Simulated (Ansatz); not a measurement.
**NaSnF3 (model cell, started as cubic perovskite with Sn in the octahedra): following an unstable mode**

Aim: this structure of NaSnF3 (model cell, started as cubic perovskite with Sn in the octahedra) is to be tested for unstable modes, and one is followed downhill.

Method: DFT LDA, scalar-relativistic, plane waves, PAW; PAW set soft_1, in Ansatz 0.2.0.

The structure was built from a prototype and need not be the compound's stable phase.

**1. The structure**

The structure is cubic, space group Pm-3m (No. 221). The conventional cell has a = 4.550 Å, b = 4.550 Å, c = 4.550 Å, α = 90.00°, β = 90.00°, γ = 90.00°. Nearest to Na lie 12 F at 3.22 Å. Sn has 6 F at 2.27 Å nearest. Nearest to F lie 2 Sn at 2.27 Å. Farther neighbours and most contacts between anions are not listed.

Structure file:

```cif
data_structure
_symmetry_space_group_name_H-M 'Pm-3m'
_symmetry_Int_Tables_number 221
_cell_length_a 4.5499
_cell_length_b 4.5499
_cell_length_c 4.5499
_cell_angle_alpha 90.000
_cell_angle_beta 90.000
_cell_angle_gamma 90.000
_cell_volume 94.19
loop_
_atom_site_label
_atom_site_type_symbol
_atom_site_symmetry_multiplicity
_atom_site_Wyckoff_symbol
_atom_site_fract_x
_atom_site_fract_y
_atom_site_fract_z
_atom_site_occupancy
Na1 Na 1 a 0.00000 0.00000 0.00000 1
Sn1 Sn 1 b 0.50000 0.50000 0.50000 1
F1 F 3 c 0.50000 0.50000 0.00000 1
```

**2. Response at finite wavevector**

The cell comes from relaxations at this level that are not shown. Stability and thermal properties need the whole zone. Linear response on a 2×2×2 q mesh gives force constants as far as a supercell of that size would, and the tensors from the zone-centre run are typed in so that the long-range dipole term is interpolated apart.

input.yaml

```yaml
crystal:
  lattice:
    - [4.549909941, 0.0, 0.0]
    - [0.0, 4.549909941, 0.0]
    - [0.0, 0.0, 4.549909941]
  atoms:
    - { symbol: Na, position: [0.0, 0.0, 0.0] }
    - { symbol: Sn, position: [0.5, 0.5, 0.5] }
    - { symbol: F, position: [0.5, 0.5, 0.0] }
    - { symbol: F, position: [0.5, 0.0, 0.5] }
    - { symbol: F, position: [0.0, 0.5, 0.5] }
kpoints:
  mp_grid: { grid: [12, 12, 12] }
hamiltonian:
  xc: lda
  pseudopotentials: { kind: paw, azcp: { folder: soft_1 }, xc_functional: pbe }
scf:
  occupations: { method: fixed }
output:
  eigenvalues: true
phonons:
  method: dfpt
  qmesh: [2, 2, 2]
  temperatures: { t_max: 1000, t_step: 50 }
  qpath:
    path:
      - [[0.0, 0.0, 0.0], [0.0, 0.5, 0.0], [0.5, 0.5, 0.0], [0.0, 0.0, 0.0], [0.5, 0.5, 0.5], [0.0, 0.5, 0.0]]
      - [[0.5, 0.5, 0.5], [0.5, 0.5, 0.0]]
    npoints: 10
  non_analytic_term:
    high_frequency_dielectric_tensor: [[4.0829, 0.0, 0.0], [0.0, 4.0829, 0.0], [0.0, 0.0, 4.0829]]
    born_effective_charges:
      - { species: Na, tensor: [[1.2732, 0.0, 0.0], [0.0, 1.2732, 0.0], [0.0, 0.0, 1.2732]] }
      - { species: Sn, tensor: [[3.4305, 0.0, 0.0], [0.0, 3.4305, 0.0], [0.0, 0.0, 3.4305]] }
      - { species: F, tensor: [[-0.2891, 0.0, 0.0], [0.0, -0.2891, 0.0], [0.0, 0.0, -4.1255]] }
      - { species: F, tensor: [[-0.2891, 0.0, 0.0], [0.0, -4.1255, 0.0], [0.0, 0.0, -0.2891]] }
      - { species: F, tensor: [[-4.1255, 0.0, 0.0], [0.0, -0.2891, 0.0], [0.0, 0.0, -0.2891]] }
    source: "zone-centre run at this cell"
```

Started as:

```sh
$ ansatz run input.yaml --threads 4 --pin off --max-ram 16384MiB --backend cpu --events-out ev --progress --plain --runs-dir out
```

Numbers of over 12 decimals in the logs are rounded to 6 here.

What it wrote:

```text
Engine: ansatz 0.2.0, aarch64-unknown-linux-gnu
Pseudopotentials: kind: paw
Pseudopotential: Na, paw, valence charge 9, recommended cutoff 420 eV (normal), soft_1/Na.paw.azcp
Pseudopotential: Sn, paw, valence charge 14, recommended cutoff 420 eV (normal), soft_1/Sn.paw.azcp
Pseudopotential: F, paw, valence charge 7, recommended cutoff 420 eV (normal), soft_1/F.paw.azcp
Functional definition: SPW92
  exchange = slater_x
  correlation = pw_c
Crystal: 5 atoms, lattice volume = 94.191 Å³
Basis set: ecut = 420 eV, 1839 PW (Γ), exchange–correlation on 64×64×64 points (8 copies of the dense FFT grid, shifted against one another)
Bands: 27, of which v1, the nominal top of the filled ones, is band 22 counted from 1 (21 counted from 0)
Symmetry: 48 space group operations
k-points: 84 of 1728
Non-local potential: Na, projectors of the file, l = 0: 3, l = 1: 2, l = 2: 1
Non-local potential: Sn, projectors of the file, l = 0: 2, l = 1: 2, l = 2: 2, l = 3: 1
Non-local potential: F, projectors of the file, l = 0: 2, l = 1: 2, l = 2: 1
PAW form: soft (Blöchl's): semilocal exchange-correlation on the pseudo side does not see the compensation charge
PAW frozen core: Na, regenerated for the run's functional, and the local potential with it (the file was generated under x = pbe(κ = 0.804, μ = 0.219515), c = pbe(β = 0.066725))
PAW frozen core: Sn, regenerated for the run's functional, and the local potential with it (the file was generated under x = pbe(κ = 0.804, μ = 0.219515), c = pbe(β = 0.066725))
PAW frozen core: F, regenerated for the run's functional, and the local potential with it (the file was generated under x = pbe(κ = 0.804, μ = 0.219515), c = pbe(β = 0.066725))
PAW one-centre angular grid: Na, 110 points (default); XC on 64 Gauss nodes
PAW one-centre angular grid: Sn, 590 points (default); XC on 64 Gauss nodes
PAW one-centre angular grid: F, 110 points (default); XC on 64 Gauss nodes
Initial density: superposition of atomic densities (chi_scale 0.1, normalization cell, long waves kept (reshape's long-wave potential 0.04 eV rms))
Initial wavefunctions: pseudopotential atomic-orbital guess
Functional: x = slater, c = lda
SCF iter   1: F=—  HF=-9734.843057 eV  |F-HF|=—  |Δ(HF+E_count)|=         —  Δρ=1.44e-1  dr2=1.59e1  ethr=3.10e-3  ⟨swp⟩=4.3  Hψ=9029  notcnv=0  defer=224
preconditioner: auto → Resta (q_TF=auto, 2.403 Å⁻¹)  ε∞=5.6  [insulator: Δε(μ)=0.011 eV  Ē_g=7.984 eV  n_scr=26 (ndim 8)  ℏωp=17.1 eV  f_vac=0.072  ε∞_Penn≈5.6]
SCF iter   2: F=—  HF=-9730.531059 eV  |F-HF|=—  |Δ(HF+E_count)|=    4.31e0  Δρ=5.58e-2  dr2=1.98e0  ethr=3.10e-3  ⟨swp⟩=3.1  Hψ=5782  notcnv=0  defer=197
SCF iter   3: F=—  HF=-9730.041442 eV  |F-HF|=—  |Δ(HF+E_count)|=   4.90e-1  Δρ=2.00e-2  dr2=5.33e-1  ethr=3.10e-3  ⟨swp⟩=2.0  Hψ=3930  notcnv=0  defer=145
SCF iter   4: F=—  HF=-9729.822917 eV  |F-HF|=—  |Δ(HF+E_count)|=   2.19e-1  Δρ=5.50e-3  dr2=5.63e-2  ethr=1.21e-3  ⟨swp⟩=2.6  Hψ=4180  notcnv=0  defer=241
SCF iter   5: F=—  HF=-9729.799384 eV  |F-HF|=—  |Δ(HF+E_count)|=   2.35e-2  Δρ=1.69e-3  dr2=3.33e-3  ethr=1.28e-4  ⟨swp⟩=3.0  Hψ=5038  notcnv=0  defer=244
SCF iter   6: F=—  HF=-9729.800128 eV  |F-HF|=—  |Δ(HF+E_count)|=   7.44e-4  Δρ=4.64e-4  dr2=1.72e-4  ethr=7.57e-6  ⟨swp⟩=2.4  Hψ=3283  notcnv=0  defer=245
SCF iter   7: F=—  HF=-9729.800167 eV  |F-HF|=—  |Δ(HF+E_count)|=   3.86e-5  Δρ=1.13e-4  dr2=1.24e-5  ethr=3.92e-7  ⟨swp⟩=2.0  Hψ=4165  notcnv=0  defer=241
SCF iter   8: F=—  HF=-9729.800172 eV  |F-HF|=—  |Δ(HF+E_count)|=   5.52e-6  Δρ=4.21e-5  dr2=2.19e-6  ethr=2.82e-8  ⟨swp⟩=2.0  Hψ=4000  notcnv=0  defer=91
SCF iter   9: F=—  HF=-9729.800172 eV  |F-HF|=—  |Δ(HF+E_count)|=   4.34e-7  Δρ=9.55e-6  dr2=1.52e-7  ethr=4.97e-9  ⟨swp⟩=2.0  Hψ=3437  notcnv=0  defer=87
SCF iter  10: F=—  HF=-9729.800172 eV  |F-HF|=—  |Δ(HF+E_count)|=   3.62e-8  Δρ=3.12e-6  dr2=8.46e-9  ethr=3.46e-10  ⟨swp⟩=3.0  Hψ=4464  notcnv=0  defer=87
SCF iter  11: F=—  HF=-9729.800172 eV  |F-HF|=—  |Δ(HF+E_count)|=   5.23e-9  Δρ=2.41e-6  dr2=3.44e-9  ethr=1.92e-11  ⟨swp⟩=2.0  Hψ=3697  notcnv=0  defer=87
SCF iter  12: F=—  HF=-9729.800172 eV  |F-HF|=—  |Δ(HF+E_count)|=  4.97e-10  Δρ=2.60e-7  dr2=5.57e-11  ethr=7.83e-12  ⟨swp⟩=2.0  Hψ=2959  notcnv=0  defer=87
SCF iter  13: F=-9729.800172 eV  HF=-9729.800172 eV  |F-HF|=0.00e0  |Δ(HF+E_count)|=  5.82e-11  Δρ=5.03e-8  dr2=1.61e-12  ethr=1.00e-12  ⟨swp⟩=13.0  Hψ=13231  notcnv=0
SCF 1 converged in 13 iterations: F = -9729.800172 eV  dr2 = 1.61e-12
  greatest PAW one-centre occupation: 0.999 electrons in one spin orbital (limit 2), on the Na atom at site 0 (counted from 0), in its partial waves of l = 0
NSCF: frozen V_eff on 84 k-points
NSCF: frozen V_eff on 343 k-points
DFPT response loops at q = (0, 0, 0) (fractional): preconditioner auto → none (the input reference at scf.mixing.eps_inf says where Resta's filter doesn't serve); β = 0.50; Broyden in place of MSR1
NSCF: frozen V_eff on 686 k-points
DFPT response loops at q = (0, 0, -0.5) (fractional): mixed as the last ones told, above
NSCF: frozen V_eff on 686 k-points
DFPT response loops at q = (0, -0.5, -0.5) (fractional): mixed as the last ones told, above
NSCF: frozen V_eff on 686 k-points
DFPT response loops at q = (-0.5, -0.5, -0.5) (fractional): mixed as the last ones told, above
SCF converged after 13 iterations
Free energy (F): -9729.800172 eV
Harris-Foulkes:  -9729.800172 eV  (|F-HF|=0.00e0)
Internal energy: -9729.800172 eV  (E = F + TS)
E sigma→0 (E₀):  -9729.800172 eV
Fermi energy:    5.735087 eV
--- Per-component energies (eV) ---
  E_band       = -513.096714
  E_kinetic    = 868.950391
  E_local      = -4791.218673  (includes V_loc(G=0)·N_el)
  E_nonlocal   = 695.984792
  E_hartree    = 1887.266340
  E_xc         = -387.277534
  E_vxc        = -420.823956  (∫ρ·V_xc dr)
  E_paw        = -5072.263814  (= ΣΔE_a)
  E_vpaw       = -640.524476  (= ΣTr[D̂ρ^β])
  E_aug_tail   = 0.002497  (compensation charges beyond the density's cutoff)
  E_ewald      = -2932.149706
  E_core_change = 0.905536  (= ΣΔE_core)
  E_smearing   = -0.000000  (= −TS)
  E_closure    = 0.000000  (closes the sum)
  Σ components = -9729.800172   (vs F -9729.800172, Δ=0.00e0)
--- Band table (eV; the first three rows and the last of 84) ---
  k-point 0: bands = [... 18 lower, -0.3025, -0.3025, -0.3025, -0.0703, 6.1678, 10.3164, 10.3164, 10.3164, ... 1 higher]
  k-point 1: bands = [... 18 lower, -0.3087, -0.3069, -0.3069, 0.2783, 6.2146, 10.0334, 10.3186, 10.3186, ... 1 higher]
  k-point 2: bands = [... 18 lower, -0.3250, -0.3155, -0.3155, 0.8530, 6.3362, 9.5246, 10.3254, 10.3254, ... 1 higher]
  k-point 83: bands = [... 18 lower, 0.0624, 0.0624, 0.0624, 5.7351, 7.2550, 7.2550, 7.2550, 8.1187, ... 1 higher]
--- Phonons (Γ-DFPT): 4 representative perturbations + reference (Σ response iterations 12) ---
  ASR residual: 4.542e-5 → 0.000e0 eV/Å²; symmetrization residual: 5.996e-6 eV/Å²
  ASR residual per site (eV/Å²): 4.54e-5 1.80e-5 2.79e-5 2.79e-5 2.79e-5
  Γ frequencies (cm⁻¹): -192.85 -192.85 -192.85 -99.82 -99.82 -99.82 -95.00 -95.00 -95.00 0.00 0.00 0.00 155.83 155.83 155.83
--- Phonons (arbitrary-q DFPT): 4 irreducible q on the 2×2×2 mesh ---
  q = [0.0000, 0.0000, 0.0000] (star 1, of the zone-centre solve; hermiticity 3.00e-6, symmetrization 3.71e-12): -192.85 -192.85 -192.85 -99.82 -99.82 -99.82 -95.00 -95.00 -95.00 -0.00 -0.00 0.00 155.83 155.83 155.83
  q = [0.0000, 0.0000, -0.5000] (star 3, 9 solved perturbations in 2646 linear systems a pass and spin channel, the states on 343 of 1728 k-point pairs; hermiticity 5.34e-7, symmetrization 2.68e-8): -164.33 -164.33 -124.55 -124.55 -94.54 -85.15 -54.85 -54.85 45.03 45.03 81.23 134.17 134.17 190.41 394.59
  q = [0.0000, -0.5000, -0.5000] (star 3, 9 solved perturbations in 2646 linear systems a pass and spin channel, the states on 343 of 1728 k-point pairs; hermiticity 4.16e-7, symmetrization 4.20e-9): -137.76 -137.76 -127.15 -115.32 -86.96 -79.86 -79.86 51.31 51.31 109.18 118.18 190.56 190.56 336.32 391.29
  q = [-0.5000, -0.5000, -0.5000] (star 1, 4 solved perturbations in 931 linear systems a pass and spin channel, the states on 343 of 1728 k-point pairs; hermiticity 7.51e-8, symmetrization 9.47e-10): -132.55 -132.55 -132.55 -127.63 -127.63 -127.63 150.06 150.06 150.06 167.24 167.24 167.24 336.14 336.14 377.56
  sum rule: each row above includes the acoustic sum rule's correction from the zone centre's row sums; it moved no ω² by more than (0.73 cm⁻¹)²
  mesh force constants: q→R imaginary residual 7.94e-18; ASR residual 4.542e-5 → 0.000e0 eV/Å²; symmetrization residual 7.105e-15 eV/Å²
  interpolated dispersion: 63 rows × 15 modes
  density of states and harmonic sums: on the 14×14×14 q-mesh, interpolated from the force constants of a 2×2×2 supercell (with the dipole–dipole term of supplied tensors)
  largest difference from the sums on the solved wave vectors: F 1.68e-1 eV, S 2.45e-4 and C_V 7.75e-5 eV/K
  zero-point energy: 0.082040 eV/cell   skipped modes (ω ≤ 0): 846, of them read as no rigid motion or as one in doubt: 843 (6.974e0 modes/cell left out, lowest -192.85 cm⁻¹)   left out of the sums: 4.65e-1 of the cell's modes: C_V's classical limit lies that fraction below 3 k_B per atom; for a crystal, a wire or a layer, F and S can be off by more, and a phonons.interpolated_qmesh denser along its periods is the remedy for the sampling
```

The job ended after 6.3 min (4 threads of Arm Neoverse V2, shared host; peak memory 2.1 GiB; 25 min of CPU time).

In the SCF lines HF is the Harris–Foulkes energy and dr2 the Hartree energy of the density residual, in eV; the loop may stop once dr2 is under the threshold and the program's other checks hold. Hψ counts applications of the Hamiltonian.

This step gave:

- gap on the k-mesh: 0.4327 eV
- volume per atom: 18.84 Å³
- sum-rule residual before enforcement: 4.54e-5 eV/Å²
- lowest frequency on the path: -192.9 cm⁻¹
- point group: m-3m
- highest frequency on the path or at a solved wavevector: 394.6 cm⁻¹
- highest optical mode at the zone centre (no LO-TO term): 155.8 cm⁻¹
- lowest optical zone-centre mode: -192.8 cm⁻¹
- lowest mode on the q mesh (acoustic modes at Γ apart): -192.8 cm⁻¹

Frequencies (cm⁻¹) solved at each irreducible wavevector; negative means imaginary. Frequencies by wavevector, by row:

```csv
q in reciprocal lattice units,star,mode 1,mode 2,mode 3,mode 4,mode 13,mode 14,mode 15
0 0 0,1,-192.8,-192.8,-192.8,-99.8,155.8,155.8,155.8
0 0 -0.5,3,-164.3,-164.3,-124.5,-124.5,134.2,190.4,394.6
0 -0.5 -0.5,3,-137.8,-137.8,-127.2,-115.3,190.6,336.3,391.3
-0.5 -0.5 -0.5,1,-132.6,-132.6,-132.6,-127.6,336.1,336.1,377.6
```

Interpolated from a 2×2×2 q mesh, with the LO-TO term (at Γ the limit along the path; where Γ stands inside the path, tables give the limit on arrival). The phonon branches at the labelled points (cm⁻¹):

```csv
point,branch 1,branch 2,branch 3,branch 4,branch 12,branch 13,branch 14,branch 15
Γ,-193,-193,-178,-100,80,156,156,375
halfway,-181,-181,-137,-109,136,148,148,385
X,-164,-164,-125,-125,134,134,190,395
halfway,-146,-135,-126,-114,143,190,250,387
M,-138,-138,-127,-115,191,191,336,391
halfway,-167,-149,-110,-110,140,148,222,366
Γ,-193,-193,-178,-100,80,156,156,375
halfway,-141,-141,-116,-106,144,226,226,350
R,-132,-132,-132,-128,167,336,336,378
halfway,-131,-127,-123,-121,186,230,260,378
X,-164,-164,-125,-125,134,134,190,395
jump to R,-132,-132,-132,-128,167,336,336,378
halfway,-134,-134,-127,-116,183,239,336,381
M,-138,-138,-127,-115,191,191,336,391
```

Symmetry leaves 4 wavevectors to solve. The lowest mode among them, the acoustic zeros apart, lies at Γ and is imaginary, 192.8i cm⁻¹, so the energy falls along it.

**3. The mode frozen in, largest atomic shift 0 Å**

The mode followed lies at Γ with frequency 192.9i cm⁻¹ and is 3-fold degenerate, the softest among the wavevectors solved. At small amplitude the distorted cell has space group no. 38 by a symmetry search on the positions. The undistorted cell that holds it gives the zero of energy on the same k mesh.

input.yaml, the sections that differ from step 2:

```yaml
scf:
  occupations: { method: gaussian, width: 0.02 }
output:
  forces: true
  stress: true
  eigenvalues: true
# crystal, kpoints, hamiltonian: as in step 2
# phonons: removed
```

What it wrote:

```text
[...]
Crystal: 5 atoms, lattice volume = 94.191 Å³
Basis set: ecut = 420 eV, 1839 PW (Γ)
Bands: 27, of which v1, the nominal top of the filled ones, is band 22 counted from 1 (21 counted from 0)
Symmetry: 48 space group operations
[...]
k-points: 84 of 1728
[...]
--- Band table (eV; the first three rows and the last of 84) ---
  k-point 0: bands = [... 18 lower, -0.3025, -0.3025, -0.3025, -0.0702, 6.1678, 10.3164, 10.3164, 10.3164]
  k-point 1: bands = [... 18 lower, -0.3087, -0.3069, -0.3069, 0.2783, 6.2147, 10.0334, 10.3186, 10.3186]
  k-point 2: bands = [... 18 lower, -0.3250, -0.3155, -0.3155, 0.8530, 6.3362, 9.5247, 10.3254, 10.3254]
  k-point 83: bands = [... 18 lower, 0.0624, 0.0624, 0.0624, 5.7351, 7.2551, 7.2551, 7.2551, 8.1186]
[key lines of the parts left out:]
SCF converged after 10 iterations
Free energy (F): -9729.800169 eV
Fermi energy:    5.951463 eV
P = ⅓ Tr σ = -0.0074 GPa (-0.074 kbar)
```

The job ended after 3.5 s (4 threads; peak memory 0.45 GiB).

Numbers from this step:

- pressure: -0.007401 GPa
- energy from the undistorted cell: 0 meV/atom

At this level the gap is 0.43 eV on the k-mesh of the self-consistent run, which can miss the band edges.

**4. The mode frozen in, largest atomic shift 0.32 Å**

The atoms are moved along the unstable eigenvector, the largest shift by 0.32 Å, with the cell fixed.

input.yaml, the sections that differ from step 3:

```yaml
crystal:
  lattice:
    - [4.549909941, 0.0, 0.0]
    - [0.0, 4.549909941, 0.0]
    - [0.0, 0.0, 4.549909941]
  atoms:
    - { symbol: Na, position: [0.0, 0.0212026871, 0.0212026871] }
    - { symbol: Sn, position: [0.5, 0.5015707738, 0.5015707738] }
    - { symbol: F, position: [0.5, 0.4551687253, 0.0541905449] }
    - { symbol: F, position: [0.5, 0.0541905449, 0.4551687253] }
    - { symbol: F, position: [0.0, 0.4551687253, 0.4551687253] }
# kpoints, hamiltonian, scf, output: as in step 3
```

What it wrote:

```text
[...]
Crystal: 5 atoms, lattice volume = 94.191 Å³
Basis set: ecut = 420 eV, 1839 PW (Γ)
Bands: 27, of which v1, the nominal top of the filled ones, is band 22 counted from 1 (21 counted from 0)
Symmetry: 4 space group operations
[...]
k-points: 301 of 1728 (time reversal used)
[...]
--- Band table (eV; the first three rows and the last of 301) ---
  k-point 0: bands = [... 18 lower, -0.3895, -0.3424, -0.1278, 0.6876, 6.4342, 9.7763, 9.8952, 10.4771]
  k-point 1: bands = [... 18 lower, -0.3913, -0.3482, -0.1470, 0.8297, 6.4647, 9.6448, 9.8935, 10.3819]
  k-point 2: bands = [... 18 lower, -0.3921, -0.3576, -0.1712, 1.1912, 6.5342, 9.3123, 9.8884, 10.2992]
  k-point 300: bands = [... 18 lower, -0.0947, 0.0491, 0.0804, 4.4551, 7.1606, 7.2639, 8.1160, 8.8058]
[key lines of the parts left out:]
SCF converged after 11 iterations
Free energy (F): -9729.976300 eV
Fermi energy:    5.290393 eV
P = ⅓ Tr σ = 0.4166 GPa (4.166 kbar)
```

Run time: 21 s. Hardware: 4 threads; peak memory 0.77 GiB; 83 s of CPU time.

Numbers from this step:

```
pressure                         : 0.4166 GPa
gap on the k-mesh                : 1.671 eV
energy from the undistorted cell : -35.23 meV/atom
```

The energy, extrapolated to zero smearing, is -35.23 meV/atom against the undistorted cell.

The run ends at a pressure of 0.42 GPa, with forces up to 0.71 eV/Å.

**5. Energy along the mode, all amplitudes (two of the runs are shown above)**

An imaginary frequency means negative curvature, so the energy should fall and then rise again as anharmonic terms take over.

Numbers from this step:

```yaml
depth_at_the_lowest_point_sampled: 35.23 meV/atom
largest_atomic_shift_at_that_point: 0.32 Å
```

The energy from the parent by largest atomic shift:

```csv
largest atomic shift (Å),energy from the parent (meV/atom)
0.000,0
0.040,-1.25
0.080,-4.81
0.140,-13.4
0.220,-26.6
0.320,-35.2
0.450,-4.44
0.600,164
```

Displacement at unit largest shift by atom:

```csv
atom,x (Å),y (Å),z (Å),size
Na1,0.00,0.30,0.30,0.43
Sn2,0.00,0.02,0.02,0.03
F3,0.00,-0.64,0.77,1.00
F4,0.00,0.77,-0.64,1.00
F5,0.00,-0.64,-0.64,0.90
```

The lowest of the steps tried is at 0.32 Å, 35.2 meV/atom below the parent; the bottom of the well need not coincide with a step.

[end of part 1 of 3]

[Logs are printed without paths, hosts, clocks, repeated set-up lines and the standing remarks that a program may print on its own settings, such as how far it seeks lower states.]

[Hosts, paths, dates, database ids (printed as entryN), source tags and the programs' standing remarks are cut or masked in the printed files.]
